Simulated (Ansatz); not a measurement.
# Direct or indirect: SnSe2 (P-3m1)

```yaml
crystal:
  lattice:
    - [3.81100, 0.00000, 0.00000]
    - [-1.90550, 3.30042, 0.00000]
    - [0.00000, 0.00000, 6.13600]
  atoms:
    - { symbol: Sn, position: [0.00000, 0.00000, 0.00000] }
    - { symbol: Se, position: [0.66667, 0.33333, 0.75100] }
    - { symbol: Se, position: [0.33333, 0.66667, 0.24900] }
```

Method: Ansatz, PBE, independent particles, without spin-orbit coupling, line width 0.15 eV (Gaussian). The band structure gives a fundamental gap of 0.73 eV. The spectrum of vertical transitions near the edge:

| E (eV) | Im ε, E ∥ xy | Im ε, E ∥ z |
| --- | --- | --- |
| 0.24 | 0.00 | 0.00 |
| 0.36 | 0.00 | 0.00 |
| 0.48 | 0.00 | 0.00 |
| 0.60 | 0.00 | 0.00 |
| 0.72 | 0.00 | 0.00 |
| 0.84 | 0.00 | 0.00 |
| 0.96 | 0.00 | 0.05 |
| 1.08 | 0.03 | 0.28 |
| 1.20 | 0.28 | 0.83 |
| 1.32 | 1.05 | 2.06 |
| 1.44 | 1.97 | 4.50 |
| 1.56 | 2.68 | 7.56 |
| 1.68 | 3.39 | 9.51 |
| 1.80 | 4.13 | 10.10 |
| 1.92 | 4.83 | 10.05 |
| 2.04 | 5.48 | 9.74 |
| 2.16 | 6.07 | 9.22 |
| 2.28 | 6.64 | 8.64 |
| 2.40 | 7.11 | 7.74 |
| 2.52 | 7.07 | 6.39 |

**Question.** Is the gap direct or indirect, and about where do vertical transitions set in?

**Answer.** Indirect, by the band path, whose least direct gap is 1.10 eV. The curves fit this: they stay near zero above 0.73 eV and rise only from about 1.1 eV, though a forbidden direct transition would look alike. Lines are broadened by 0.15 eV, which spreads the edge, and phonons, which would give weak absorption from the fundamental gap up, are left out.

[Logs are printed without paths, hosts, clocks, repeated set-up lines and the standing remarks that a program may print on its own settings, such as how far it seeks lower states.]
